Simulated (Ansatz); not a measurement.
In doubt: one-shot GW on d or f shells is unsure, so the values of those runs are not to be relied on.

Rows from a G0W0 calculation on KSrCeSbO6 (F-43m) (Ansatz 0.2.0; G0W0 on PBE, plane waves, PAW; PAW set soft_1; 4×4×4 mesh, 831 empty bands, screening to 180 eV, PAW set soft_1 files), in eV. Spin-orbit coupling is left out.

```csv
row,k,band,start,Σx,Σc at the solution,Vxc
A,Γ,c2,10.083,-23.698,-12.142,-37.660
B,Γ,c1,9.789,-22.544,-13.069,-37.481
C,Γ,v1,7.866,-25.966,4.676,-20.626
```

Work out each quasiparticle level and how far it moved.

The quasiparticle equation reads E = start + Σx + Σc(E) − Vxc.

| row | E (eV) | shift (eV) |
| --- | --- | --- |
| A | 11.903 | +1.820 |
| B | 11.656 | +1.867 |
| C | 7.202 | −0.664 |

Limits: not at the basis limit; f levels unsure; no spin polarisation; f levels unsure; no spin-orbit coupling.

[Paths, hosts, dates, memory and timing lines, banners, echoed tables and standing remarks are left out of the program output.]

[Logs are printed without paths, hosts, clocks, repeated set-up lines and the standing remarks that a program may print on its own settings, such as how far it seeks lower states.]

[Runs of the session that timed out or met a known fault of the program may be left out.]

[Cells called generated may have been cut or substituted from an entry of the Crystallography Open Database or the Materials Project.]

[Hosts, paths, dates, database ids (printed as entryN), source tags and the programs' standing remarks are cut or masked in the printed files.]
